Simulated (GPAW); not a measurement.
Entries from a set of simulations; values are calculated unless marked as measured.

**Cl (Cmce): one start, several treatments of the self-energy**

Symmetry: Cmce, No. 64, orthorhombic system. Conventional cell: a = 6.290 Å, b = 4.500 Å, c = 8.210 Å, α = 90.00°, β = 90.00°, γ = 90.00°. Cl has 1 Cl at 2.02 Å nearest.

```
method                                  : DFT, PBE, plane waves, PAW (and 3 further levels or steps)
program                                 : GPAW 26.7.0
settings of one run                     : cutoff 450 eV, GPAW PAW setups 1.2.1 data release, 4×4×2 k-mesh, nbands 198
cost                                    : 6 runs, 4.1 min in all on 4 MPI ranks of Arm Neoverse V1, shared host (the runs of this entry)
notes                                   : The cell and positions come from the Crystallography Open Database and are kept as given unless a step says otherwise. Bands and cutoff are finite, so the gap is not at the basis limit. The miss can reach some tenths of an eV and take either sign; the mesh is an error of its own. The 4×4×2 mesh is coarse for this cell, which bears on the long-range parts of exchange and screening.
G0W0, Godby-Needs plasmon pole          : 5.640 eV
one-shot HSE06                          : 4.107 eV
G0W0, extrapolated in the cutoff        : 5.744 eV
one-shot PBE0                           : 4.891 eV
G0W0, full frequency, Hilbert transform : 5.414 eV
known limits                            : not at the basis limit; coarse k mesh
```

One-shot HSE06: −1.533 eV against G0W0, Godby-Needs plasmon pole. G0W0, extrapolated in the cutoff: +0.104 eV against G0W0, Godby-Needs plasmon pole, at other bands or cutoff, so not like for like.

[Paths, hosts, dates, memory and timing lines, banners, echoed tables and standing remarks are left out of the program output.]

[Logs are printed without paths, hosts, clocks, repeated set-up lines and the standing remarks that a program may print on its own settings, such as how far it seeks lower states.]

[Runs of the session that timed out or met a known fault of the program may be left out.]

[Hosts, paths, dates, database ids (printed as entryN), source tags and the programs' standing remarks are cut or masked in the printed files.]
